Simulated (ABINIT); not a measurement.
# How BaTiO3 absorbs and reflects light

Aim: the dielectric function of BaTiO3, and the optical constants that follow from it.

Program: ABINIT 10.8.3. Level of theory: DFT, PBE, plane waves with norm-conserving potentials (PseudoDojo), scalar-relativistic, independent-particle linear optical response without local fields. Results are calculated unless marked as measured.

## Step 1: Starting point

The structure is tetragonal, space group P4/mmm (No. 123). Conventional cell: a = 4.000 Å, b = 4.000 Å, c = 4.018 Å, α = 90.00°, β = 90.00°, γ = 90.00°. Ba has 12 O at 2.83 Å nearest. Ti has 6 O at 2.00 to 2.01 Å nearest. Nearest to O lie 2 Ti at 2.00 Å and 4 Ba at 2.83 Å. Nearest to O lie 2 Ti at 2.01 Å and 4 Ba at 2.83 Å. Farther neighbours and most contacts between anions are not listed.

Coordinates:

```cif
data_structure
_symmetry_space_group_name_H-M 'P4/mmm'
_symmetry_Int_Tables_number 123
_cell_length_a 3.9998
_cell_length_b 3.9998
_cell_length_c 4.0180
_cell_angle_alpha 90.000
_cell_angle_beta 90.000
_cell_angle_gamma 90.000
_cell_volume 64.28
loop_
_atom_site_label
_atom_site_type_symbol
_atom_site_symmetry_multiplicity
_atom_site_Wyckoff_symbol
_atom_site_fract_x
_atom_site_fract_y
_atom_site_fract_z
_atom_site_occupancy
Ba1 Ba 1 a 0.00000 0.00000 0.00000 1
Ti1 Ti 1 d 0.50000 0.50000 0.50000 1
O1 O 2 e 0.00000 0.50000 0.50000 1
O2 O 1 c 0.50000 0.50000 0.00000 1
```

## Step 2: Ground state, bands and velocity matrix elements

First the ground state: is it a metal or has it a gap?

This step: DFT, PBE, plane waves with norm-conserving potentials (PseudoDojo), scalar-relativistic, ground state, bands at fixed density and velocity matrix elements (ABINIT 10.8.3).

Input file run.abi:

```
# ground state, bands on a dense mesh, and the derivatives d/dk of the wave functions
ndtset 3

ngkpt1 6 6 6
shiftk1 0.0 0.0 0.0
tolvrs1 1.0d-12
nband1 24
prtden1 1

iscf2 -2
getden2 1
ngkpt2 8 8 8
shiftk2 0.0 0.0 0.0
kptopt2 1
nband2 50
nbdbuf2 4
tolwfr2 1.0d-14

optdriver3 8
wfk_task3 "wfk_ddk"
prtevk3 1
getwfk3 2
getden3 1
iscf3 -2
ngkpt3 8 8 8
shiftk3 0.0 0.0 0.0
kptopt3 1
nband3 50

nshiftk 1
occopt 3
tsmear 0.001837
ecut 45.0
nstep 80
iomode 3
chksymbreak 0
chkprim 0
chksymtnons 0
acell 3*1.0 Angstrom
rprim
  3.999800000000 0.000000000000 0.000000000000
  0.000000000000 3.999800000000 0.000000000000
  0.000000000000 0.000000000000 4.018000000000
natom 5
ntypat 3
znucl 56 22 8
typat 1 2 3 3 3
xred
  0.000000000000 0.000000000000 0.000000000000
  0.500000000000 0.500000000000 0.500000000000
  0.000000000000 0.500000000000 0.500000000000
  0.500000000000 0.000000000000 0.500000000000
  0.500000000000 0.500000000000 0.000000000000
pseudos "Ba.upf, Ti.upf, O.upf"
```

Launch:

```bash
> mpirun -n 4 abinit run.abi
```

Numbers of over 12 decimals in the logs are rounded to 6 here.

Log:

```text
DATASET    1 : space group P4/m m m (#123); Bravais tP (primitive tetrag.)
 DATASET    2 : space group P4/m m m (#123); Bravais tP (primitive tetrag.)
 DATASET    3 : space group P4/m m m (#123); Bravais tP (primitive tetrag.)
            ngfft          48      48      48
                         0.01852    0.01852    0.01852    0.00463    0.00926    0.03704
                         0.03704    0.01852    0.03704    0.07407    0.03704    0.03704
                         0.03704    0.00926    0.00926    0.03704    0.03704    0.01852
                         0.03704    0.07407    0.03704    0.03704    0.03704    0.00926
                         0.00463    0.01852    0.01852    0.00926    0.01852    0.03704
                         0.01852    0.01852    0.01852    0.00463
                         0.01563    0.01563    0.00781    0.00781    0.01563    0.00781
                         0.00781    0.00781    0.00195    0.00391    0.01563    0.01563
                         0.01563    0.00781    0.01563    0.03125    0.03125    0.01563
                         0.01563    0.03125    0.01563    0.01563    0.01563    0.00391
                         0.00391    0.01563    0.01563    0.01563    0.00781    0.01563
                         0.03125    0.03125    0.01563    0.01563    0.03125    0.01563
                         0.01563    0.01563    0.00391    0.00391    0.01563    0.01563
                         0.01563    0.01563    0.00781    0.00781    0.01563    0.00781
                         0.00781    0.00781    0.00195    0.00391    0.01563    0.01563
                         0.01563    0.00781    0.01563    0.03125    0.03125    0.01563
                         0.01563    0.03125    0.01563    0.01563    0.01563    0.00391
[...]
== DATASET  1 ==================================================================
 Real(R)+Recip(G) space primitive vectors, cartesian coordinates (Bohr,Bohr^-1):
 R(1)=  7.5585266  0.0000000  0.0000000  G(1)=  0.1323009  0.0000000  0.0000000
 R(2)=  0.0000000  7.5585266  0.0000000  G(2)=  0.0000000  0.1323009  0.0000000
 R(3)=  0.0000000  0.0000000  7.5929196  G(3)=  0.0000000  0.0000000  0.1317016
 Unit cell volume ucvol=  4.3379355E+02 bohr^3
 Angles (23,13,12)=  9.00000000E+01  9.00000000E+01  9.00000000E+01 degrees
 getcut: wavevector=  0.0000  0.0000  0.0000  ngfft=  48  48  48
     iter   Etot(hartree)      deltaE(h)  residm     vres2
 ETOT  1  -136.75413101644    -1.368E+02 1.329E-01 2.287E+03
 ETOT  2  -128.51983265036     8.234E+00 2.954E-01 3.791E+04
 ETOT  3  -137.29306643352    -8.773E+00 4.533E-02 6.182E+02
 ETOT  4  -137.31113965893    -1.807E-02 2.959E-02 4.269E+02
 ETOT  5  -137.36362458431    -5.248E-02 2.627E-02 1.281E+02
 ETOT  6  -137.37863442214    -1.501E-02 1.666E-02 3.943E+01
 ETOT  7  -137.38464353656    -6.009E-03 1.052E-02 5.470E+00
 ETOT  8  -137.38522449304    -5.810E-04 1.270E-02 2.302E+00
 ETOT  9  -137.38563823438    -4.137E-04 4.123E-03 8.072E-03
 ETOT 10  -137.38564041084    -2.176E-06 3.924E-03 2.089E-03
 ETOT 11  -137.38564063984    -2.290E-07 9.108E-04 5.835E-04
 ETOT 12  -137.38564076096    -1.211E-07 9.218E-04 8.117E-06
 ETOT 13  -137.38564076286    -1.907E-09 2.732E-04 1.423E-06
 ETOT 14  -137.38564076317    -3.053E-10 3.364E-04 2.920E-08
 ETOT 15  -137.38564076319    -1.867E-11 1.287E-04 1.373E-08
 ETOT 16  -137.38564076320    -8.924E-12 2.448E-04 8.508E-10
 ETOT 17  -137.38564076320    -5.400E-13 7.428E-05 3.278E-10
 ETOT 18  -137.38564076319     5.372E-12 1.505E-04 3.305E-11
 ETOT 19  -137.38564076319     1.876E-12 4.218E-05 6.584E-12
 ETOT 20  -137.38564076320    -8.669E-12 8.330E-05 3.618E-13
 At SCF step   20       vres2   =  3.62E-13 < tolvrs=  1.00E-12 =>converged.
 Cartesian components of stress tensor (hartree/bohr^3)
  sigma(1 1)= -7.62666084E-05  sigma(3 2)=  0.00000000E+00
  sigma(2 2)= -7.62666084E-05  sigma(3 1)=  0.00000000E+00
  sigma(3 3)= -4.72507602E-05  sigma(2 1)=  0.00000000E+00
 Mean square residual over all n,k,spin=   16.591E-08; max=  83.299E-06
 Fermi (or HOMO) energy (hartree) =   0.27591   Average Vxc (hartree)=  -0.42035
 Eigenvalues (hartree) for nkpt=  40  k points:
 kpt#   1, nband= 24, wtk=  0.00463, kpt=  0.0000  0.0000  0.0000 (reduced coord)
  -1.83720   -0.96371   -0.96371   -0.96364   -0.66767   -0.37539   -0.35089   -0.35013
  -0.12289   -0.12233   -0.12233    0.15812    0.15842    0.15842    0.20202    0.20262
   0.20262    0.23728    0.23748    0.23748    0.30838    0.30838    0.30868    0.38845
   2.00000    2.00000    2.00000    2.00000    2.00000    2.00000    2.00000    2.00000
   2.00000    2.00000    2.00000    2.00000    2.00000    2.00000    2.00000    2.00000
   2.00000    2.00000    2.00000    2.00000    0.00000    0.00000    0.00000    0.00000
kinetic             :  6.26831946984017E+01
hartree             :  2.97626480356103E+01
xc                  : -2.80450000563465E+01
Ewald energy        : -1.03577728801429E+02
psp_core            :  5.53436662415721E+00
local_psp           : -1.00455648202675E+02
non_local_psp       : -3.28747306082610E+00
internal            : -1.37385640763107E+02
'-kT*entropy'       : -9.03256103711116E-11
total_energy        : -1.37385640763197E+02
total_energy_eV     : -3.73845373545896E+03
 Cartesian components of stress tensor (hartree/bohr^3)
  sigma(1 1)= -7.62666084E-05  sigma(3 2)=  0.00000000E+00
  sigma(2 2)= -7.62666084E-05  sigma(3 1)=  0.00000000E+00
  sigma(3 3)= -4.72507602E-05  sigma(2 1)=  0.00000000E+00
-Cartesian components of stress tensor (GPa)         [Pressure=  1.9593E+00 GPa]
== DATASET  2 ==================================================================
 Real(R)+Recip(G) space primitive vectors, cartesian coordinates (Bohr,Bohr^-1):
 R(1)=  7.5585266  0.0000000  0.0000000  G(1)=  0.1323009  0.0000000  0.0000000
 R(2)=  0.0000000  7.5585266  0.0000000  G(2)=  0.0000000  0.1323009  0.0000000
 R(3)=  0.0000000  0.0000000  7.5929196  G(3)=  0.0000000  0.0000000  0.1317016
 Unit cell volume ucvol=  4.3379355E+02 bohr^3
 Angles (23,13,12)=  9.00000000E+01  9.00000000E+01  9.00000000E+01 degrees
 getcut: wavevector=  0.0000  0.0000  0.0000  ngfft=  48  48  48
 Mean square residual over all n,k,spin=   48.659E-16; max=  99.949E-16
 Eigenvalues (hartree) for nkpt=  75  k points:
 kpt#   1, nband= 50, wtk=  0.00195, kpt=  0.0000  0.0000  0.0000 (reduced coord)
  -1.83720   -0.96371   -0.96371   -0.96364   -0.66767   -0.37539   -0.35089   -0.35013
  -0.12289   -0.12233   -0.12233    0.15812    0.15842    0.15842    0.20202    0.20262
   0.20262    0.23728    0.23748    0.23748    0.30838    0.30838    0.30868    0.38765
   0.38891    0.42971    0.43141    0.51466    0.55807    0.55807    0.55883    0.79295
   0.85382    0.85576    0.85576    0.92668    0.97131    0.97493    0.97493    1.00815
   1.00815    1.00914    1.08959    1.09426    1.17421    1.18100    1.18100    1.29448
== DATASET  3 ==================================================================
            ngfft          48      48      48
[...]
0.01852    0.01852    0.01852    0.00463
[...]
0.01563    0.01563    0.00391    0.00391    0.01563    0.01563
                         0.01563    0.01563    0.00781    0.00781    0.01563    0.00781
                         0.00781    0.00781    0.00195    0.00391    0.01563    0.01563
                         0.01563    0.00781    0.01563    0.03125    0.03125    0.01563
                         0.01563    0.03125    0.01563    0.01563    0.01563    0.00391
                         0.00391    0.01563    0.01563    0.01563    0.00781    0.01563
                         0.03125    0.03125    0.01563    0.01563    0.03125    0.01563
                         0.01563    0.01563    0.00391    0.00391    0.01563    0.01563
[shortened to cell, iterations, levels, energies and stress; the echo of variables, forces, comments, warnings and credits are left out]
```

Wall time 5.2 min (4 MPI ranks of Arm Neoverse V1, shared host); peak memory 0.2 GiB.

This step gave:

| Property | Result |
| --- | --- |
| total energy | -137.4 Ha |
| gap on the k-mesh | 1.785 eV |
| direct gap on the mesh | 1.929 eV |

There is a gap, 1.79 eV on this mesh (points off the mesh can give less), so no carriers' term is needed.

## Step 3: Optical response

With the density converged, the vertical transitions are summed over the zone.

This step: DFT, PBE, plane waves with norm-conserving potentials (PseudoDojo), scalar-relativistic, independent-particle linear optical response without local fields (ABINIT 10.8.3).

Input file optic.abi:

```
&FILES
 ddkfile_1 = 'runo_DS3_1_EVK.nc',
 ddkfile_2 = 'runo_DS3_2_EVK.nc',
 ddkfile_3 = 'runo_DS3_3_EVK.nc',
 wfkfile = 'runo_DS2_WFK.nc'
/
&PARAMETERS
 broadening = 0.001837,
 domega = 0.0020212,
 maxomega = 0.80849,
 scissor = 0.0,
 tolerance = 0.002,
 nband_sum = 46
/
&COMPUTATIONS
 num_lin_comp = 2,
 lin_comp = 11, 33,
 num_nonlin_comp = 0,
 num_linel_comp = 0,
 num_nonlin2_comp = 0
/
```

Launch:

```bash
> optic optic.abi
```

Log:

```text

 OPTIC has originally been developed by
 S. Sharma, J. K. Dewhurst and C. Ambrosch-Draxl, Phys. Rev. B 67, 165332 (2003), and
 S. Sharma and C. Ambrosch-Draxl, Physica Scripta T 109 (2004).

 rprimd(bohr)      =   7.55853   0.00000   0.00000
                       0.00000   7.55853   0.00000
                       0.00000   0.00000   7.59292
 natom             =       5
 nkpt,mband        =      75      50
 ecut              =  45.00000 Ha
 newocc: new Fermi energy is       0.276148 , with nelect=     40.000000, Number of bisection calls: 22
 Fermi level: 7.5144  (eV)

 fermie            =   0.27615 Ha   7.51438 eV
 Scissor shift     =   0.00000 Ha
 Tolerance on closeness to singularities     =   0.00200 Ha
 Smearing factor      =   0.00184 Ha
 Will use the antiresonant approximation (meaning that the antiresonant terms are neglected)
 Will not perform the bands decomposition
 linear coeffs to be calculated :
 11 33
 non-linear coeffs to be calculated :

 electronic part of electro-optic coeffs to be calculated :

 non-linear coeffs (V2) to be calculated :

 linear optic matrix elements will be printed :0
 optic : Call pmat2cart
 No scissor shift to be applied. Returning to main optic routine.
 optic : Call linopt
  linopt            1           1
 calculated the component:           1           1   of dielectric function
  with broadening:         (0.000000,1.83700000000000009E-003)
 and scissors shift:   0.000000
 energy window:   84.152599      eV   3.092551      Ha
  linopt            3           3
 calculated the component:           3           3   of dielectric function
  with broadening:         (0.000000,1.83700000000000009E-003)
 and scissors shift:   0.000000
 energy window:   84.152599      eV   3.092551      Ha
 optic : Call nlinopt
 optic : Call linelop
 optic : Call nonlinopt

================================================================================

 Calculation completed.
-
program: optic
version: 10.8.3
start_datetime:
end_datetime:
overall_cpu_time:           0.7
overall_wall_time:           0.7
mpi_procs: 1
omp_threads: 1
...
```

It took 1.2 s on 1 thread; peak memory 0.06 GiB.

Numbers from this step:

```
electronic dielectric constant ε∞, mean over x, y and z (by symmetry where fewer were run) : 6.694
```

The Im ε has structure finer than the step of the table below, so its rows give means over 1 eV, whole bins alone (the curve runs from 0.0550 to 21.9 eV). Peaks (eV: height): E ∥ x 3.3: 8.41, 4.0: 10.1, 8.4: 6.51, 9.1: 5.53, 10.4: 6.03, 18.0: 5.55, 19.0: 5.64; E ∥ z 3.3: 8.37, 4.0: 9.81, 4.2: 9.95, 6.8: 5.88, 8.4: 6.52, 10.4: 6.22, 19.0: 5.96.

Sum at mesh points, not converged in k; values under the direct gap are tails of Lorentzian lines. The Im ε by photon energy; means over each step:

```csv
photon energy (eV),E ∥ x,E ∥ z
1,0.0377,0.0377
2,0.739,0.745
3,4.54,4.53
4,7.69,7.58
5,3.84,3.87
6,2.88,2.89
7,4.41,4.41
8,4.02,3.91
9,4.73,4.71
10,4.36,4.34
11,2.90,2.91
12,1.84,1.85
13,0.945,0.957
14,0.886,0.905
15,1.19,1.17
16,2.00,1.95
17,2.72,2.72
18,4.33,4.41
19,4.48,4.48
20,2.03,2.03
21,1.34,1.33
```

The reflectivity at normal incidence has structure finer than the step of the table below, so its rows give means over 1 eV, whole bins alone (the curve runs from 0.0550 to 21.9 eV). Peaks (eV: height): E ∥ x 4.2: 37.1, 10.6: 41.6, 19.6: 54.4, 20.3: 51.0, 20.7: 48.3, 21.2: 48.0, 21.9: 45.0; E ∥ z 19.7: 53.3, 20.3: 50.2, 20.6: 48.0, 21.0: 48.1, 21.1: 49.3, 21.6: 44.5, 21.8: 47.0.

Sum at mesh points, not converged in k. Table of reflectivity at normal incidence by photon energy; means over each step:

```csv
photon energy (eV),E ∥ x (%),E ∥ z (%)
1,20.5,20.5
2,24.1,24.1
3,28.8,28.6
4,33.2,32.8
5,20.8,20.8
6,15.9,15.9
7,22.3,22.4
8,20.4,19.9
9,25.1,24.9
10,26.2,26.0
11,28.6,28.4
12,24.1,23.7
13,9.69,9.75
14,3.66,3.81
15,6.16,6.06
16,10.7,10.5
17,14.3,14.3
18,22.8,23.3
19,36.0,36.5
20,45.3,45.0
21,41.5,42.1
```

The loss function −Im 1/ε at q → 0 has structure finer than the step of the table below, so its rows give means over 1 eV, whole bins alone (the curve runs from 0.0550 to 21.9 eV). Peaks (eV: height): E ∥ x 5.2: 0.290, 7.9: 0.239, 10.3: 0.302, 13.0: 1.07, 20.8: 0.529; E ∥ z 5.2: 0.288, 7.9: 0.240, 10.2: 0.324, 12.8: 1.05, 13.0: 1.09, 20.8: 0.479, 21.7: 0.657.

Sum at mesh points, not converged in k; values under the direct gap are tails of Lorentzian lines. The loss function −Im 1/ε at q → 0 by energy loss; means over each step:

```csv
energy loss (eV),E ∥ x,E ∥ z
1,7.4e-4,7.4e-4
2,0.00910,0.00924
3,0.0448,0.0453
4,0.0854,0.0861
5,0.210,0.209
6,0.149,0.150
7,0.137,0.141
8,0.170,0.171
9,0.193,0.192
10,0.225,0.226
11,0.339,0.339
12,0.552,0.549
13,0.820,0.806
14,0.360,0.370
15,0.224,0.224
16,0.210,0.210
17,0.217,0.210
18,0.187,0.184
19,0.204,0.202
20,0.298,0.300
21,0.459,0.453
```

From ε follow the optical constants at some laser and lamp lines:

```csv
wavelength (nm),n x,k x,R (%) x,1/α x,n z,k z,R (%) z,1/α z
1064,2.67,0.008,20.7,10 µm,2.67,0.008,20.7,10 µm
633,2.93,0.120,24.2,420 nm,2.92,0.122,24.1,413 nm
405,3.13,0.813,29.4,40 nm,3.10,0.820,29.1,39 nm
365,2.69,1.302,29.7,22 nm,2.67,1.252,28.9,23 nm
308,2.71,1.753,35.6,14 nm,2.71,1.712,35.1,14 nm
248,1.75,1.032,18.9,19 nm,1.86,1.031,19.5,19 nm
193,1.96,0.756,16.0,20 nm,1.97,0.662,14.9,23 nm
```

Below the direct gap, k and the depth come from the tails of the Lorentzian lines, not from transitions.

Rows near the edge hang on the gap, which this functional as a rule makes too small, and phonon-assisted absorption is left out.

## Step 4: Results

| Quantity | Value |
| --- | --- |
| electronic dielectric constant ε∞, mean over x, y and z (by symmetry where fewer were run) (independent particles) | 6.69 |

What this shows: At this level (PBE, independent particles) BaTiO3 has a mean ε∞ = 6.69 and n = 2.62 at 1550 nm (E ∥ x). On the mesh the gap is 1.79 eV and the least direct gap 1.93 eV, so on this mesh the band edges lie at different points. The static values by axis are 6.70 (x), 6.68 (z). Excitons and phonon-assisted transitions are missing, and so are local fields; PBE gaps are as a rule too small, which pulls the onset down and ε∞ up. Spin-orbit coupling is left out although heavy atoms are present. The sum runs over mesh points 0.20 Å⁻¹ apart with no interpolation, so peaks are partly noise of the mesh and static values carry its error. Besides steps told in other documents, this task had 1 run with a known fault of program or setting; those not told in a step above aren't shown.

[Logs are printed without paths, hosts, clocks, repeated set-up lines and the standing remarks that a program may print on its own settings, such as how far it seeks lower states.]

[Hosts, paths, dates, database ids (printed as entryN), source tags and the programs' standing remarks are cut or masked in the printed files.]
